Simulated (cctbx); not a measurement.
**Accept or mend?**

Cell a = 4.5250 Å, b = 4.5250 Å, c = 28.0860 Å, α = 90.00°, β = 90.00°, γ = 120.00°; space group R-3m (no. 166). The compound is Be2Pb4Au.

Simulated single-crystal data (cctbx): Mo Kα, λ = 0.71073 Å, to d = 0.77 Å, 70 % of the full sphere, strongest reflection 70000 counts, noise from counting, a 6 % proportional error and a noise floor of 4 counts (s.d.); no absorption, and some extinction, which the refinements don't model.

An anisotropic refinement with weights 1/σ² prints:

```text
Rint 0.043, 175 unique reflections to 0.77 A
cycle     R1     wR2    GooF  max shift (A)
   1  0.0216  0.0910   2.933   0.00191
   3  0.0163  0.0504   1.625   0.00039
final R1 0.0163 wR2 0.0504 GooF 1.625  parameters 11  data/parameter 15.9
atom        x        y        z      Ueq    occ   su(xyz)  su(Uiso or U11)
Au1    0.66667  0.33333  0.22509   0.0080  1.000  0.00002  0.0003
Pb1    0.66667  0.33333  0.03254   0.0100  1.000  0.00002  0.0003
Pb2    0.33333  0.66667  0.16667   0.0137  1.000  0.00000  0.0003
Be1    0.33333  0.66667  0.26949   0.0329  1.000  0.00105  0.0051
difference map: max 0.94 min -2.75 rms 0.35
Q1    0.0034  0.3612  0.4009   36    0.97  1.63 A from Be1
Q2    0.9964  0.3594  0.2014   36    0.96  1.58 A from Au1
Q3    0.1044  0.5522  0.9369   18    0.88  1.24 A from Pb1
Q4    0.0972  0.1945  0.0697   18    0.85  1.32 A from Au1
Q5    0.0000  0.0000  0.0330    6    0.78  2.11 A from Au1
Q6    0.0865  0.1731  0.8738   18    0.75  0.84 A from Au1
```

**Question.** Can this result stand? If not, what is the likely fault?

Mend it. The fault: elements exchanged: Pb2 is Au and Au1 is Pb. Against the right model at the same level, R1 goes from 0.0113 to 0.0163 and GooF from 0.87 to 1.62. Pb2 has 3 electrons too many and its U swells to shed them, as expected; Au1 has 3 electrons too few and its U shrinks to make up, as expected.

The compound is Be2Pb4Au. The right model at the same level gives:

```text
Rint 0.043, 175 unique reflections to 0.77 A
cycle     R1     wR2    GooF  max shift (A)
   1  0.0157  0.0447   1.439   0.00479
   5  0.0113  0.0271   0.872   0.00038
final R1 0.0113 wR2 0.0271 GooF 0.872  parameters 11  data/parameter 15.9
atom        x        y        z      Ueq    occ   su(xyz)  su(Uiso or U11)
Pb1    0.66667  0.33333  0.22509   0.0082  1.000  0.00001  0.0001
Pb2    0.66667  0.33333  0.03254   0.0093  1.000  0.00001  0.0001
Au1    0.33333  0.66667  0.16667   0.0121  1.000  0.00000  0.0002
Be1    0.33333  0.66667  0.26973   0.0302  1.000  0.00054  0.0029
difference map: max 0.96 min -1.93 rms 0.27
Q1    0.0031  0.3665  0.4008   36    0.98  1.66 A from Be1
Q2    0.9989  0.3690  0.1992   36    0.93  1.60 A from Pb1
Q3    0.0908  0.5454  0.9363   18    0.83  1.29 A from Pb2
Q4    0.0000  0.0000  0.0326    6    0.80  2.13 A from Pb1
Q5    0.1045  0.2089  0.0704   18    0.74  1.34 A from Pb1
Q6    0.0000  0.3819  0.0000   18    0.72  1.68 A from Pb2
```

Isotropic U is held between 0.0001 and 1 Å² by the program, and listed peak heights are interpolated, so they can pass the grid's maximum.

This is a model crystal, built by substitution and not relaxed, with assumed displacement parameters.

[Middle refinement cycles are left out of these outputs.]

[Logs are printed without paths, hosts, clocks, repeated set-up lines and the standing remarks that a program may print on its own settings, such as how far it seeks lower states.]
